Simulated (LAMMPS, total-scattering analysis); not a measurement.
# zinc-blende solid solution (Hg0.44,Zn0.22,Cd0.34)S on heating

The crystal is built from its structure type, relaxed with the potential and heated at zero pressure by classical molecular dynamics (LAMMPS) with the Stillinger-Weber II-VI potential (Zhou et al., Phys. Rev. B 88, 085309 (2013)); 512 atoms (Cd 17.0, Hg 21.9, S 50.0, Zn 11.1 atom %). Uiso is the variance of an atom's position about its mean, per direction. The dynamics are classical, so there is no zero-point motion. Distances and their variances come from the pair functions; G(r) = 4πrρ₀[g(r) − 1], where it appears, has X-ray or neutron weights and the resolution of a Lorch transform up to 30 Å⁻¹. All values are simulated. The potential was fitted to tetrahedral crystals; it favours four neighbours in the liquid and keeps the solid to temperatures at which the real compounds have long melted or sublimed.

```csv
T (K),state,cell edges (Å),Uiso Cd (Å²),Uiso Hg (Å²),Uiso S (Å²),Uiso Zn (Å²),Hg–S mean (Å),its variance (Å²),density (g/cm³)
200,crystalline,5.757,0.0030,0.0037,0.0036,0.0034,2.532,0.0024,6.007
300,crystalline,5.761,0.0047,0.0057,0.0057,0.0052,2.536,0.0035,5.996
520,crystalline,5.768,0.0093,0.0110,0.0105,0.0099,2.541,0.0058,5.974
750,crystalline,5.776,0.0137,0.0175,0.0163,0.0150,2.549,0.0084,5.950
2130,crystalline,5.852,0.0543,0.0929,0.0771,0.0665,2.620,0.0311,5.720
```

In the harmonic range U = 3ħ²T/(M k θ²), a line through the origin. The rows at 200 and 300 K give, as effective values by element: Cd 1.54×10⁻⁵ Å²/K, θ = 290 K; Hg 1.88×10⁻⁵ Å²/K, θ = 196 K; S 1.86×10⁻⁵ Å²/K, θ = 494 K; Zn 1.71×10⁻⁵ Å²/K, θ = 361 K. At 300 K the first Hg–S peak has variance 0.0035 Å², against 0.0114 Å² for independent atoms: neighbours move together (and where motion is anisotropic, less along the bond than Uiso suggests), which is what the δ₁ term models in PDF fits at high temperature. In a solid solution the peak also holds static size disorder, which Uiso about each atom's own mean leaves out. The mean volume expansion between 200 and 2130 K is 26×10⁻⁶ K⁻¹. At 2130 K, B = 8π²U = 7.33 Å² for Hg, which damps this element's own term in Bragg intensity at Q = 6 Å⁻¹ to 4 %, and √(3U) is 0.21 of its nearest peak distance (Hg–S, 2.57 Å). It is still a crystal at the highest temperature; were that near melting it would prove little, since a surface-free periodic cell held so briefly superheats.

**Question.** At one more temperature the first peak has mean 2.556 Å and variance 0.0108 Å², and the X-ray G(r) has maxima 2.53 (1.5), 4.10 (6.2), 5.79 (-0.4), 7.11 (5.2), 8.28 (0.4). What temperature, and what Uiso?

The variance interpolates to about 900 K; the run was at 980 K, with Uiso Cd 0.0199, Hg 0.0250, S 0.0226, Zn 0.0202 Å².

[Logs are printed without paths, hosts, clocks, repeated set-up lines and the standing remarks that a program may print on its own settings, such as how far it seeks lower states.]
